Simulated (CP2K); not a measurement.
The N K edge of 5-carboxypyrimidine was computed by TDDFT (CP2K XAS_TDP, aug-cc-pVDZ, TDA) at these levels: PBE, PBEh(45%) and PBEh(45%) + GW2X. The first three lines of N6 (bonded to 2 C) with a strength over 0.0015, energy in eV and strength:

```csv
run,first,second,third
1,394.92 (0.050),399.90 (0.006),402.88 (0.002)
2,379.21 (0.015),381.07 (0.012),383.99 (0.009)
3,399.84 (0.050),404.82 (0.005),407.80 (0.002)
```

Question: Which run is which?

Run 1: PBEh(45%) (45 % exact exchange). Run 2: PBE (0 % exact exchange). Run 3: PBEh(45%) + GW2X (45 % exact exchange). Self-interaction lifts the core level, so the uncorrected lines rise with the share of exact exchange. The GW2X run keeps the spacings of its parent: 4.98 eV between the first two lines in run 3, 4.98 eV in run 1. Its shift is +4.92 eV, since the Kohn–Sham level at this share of exchange lies that far above the quasiparticle level.

[Banner, clock and machine lines of the logs are left out without a mark of their own.]

[Logs are printed without paths, hosts, clocks, repeated set-up lines and the standing remarks that a program may print on its own settings, such as how far it seeks lower states.]

[Hosts, paths, dates, database ids (printed as entryN), source tags and the programs' standing remarks are cut or masked in the printed files.]
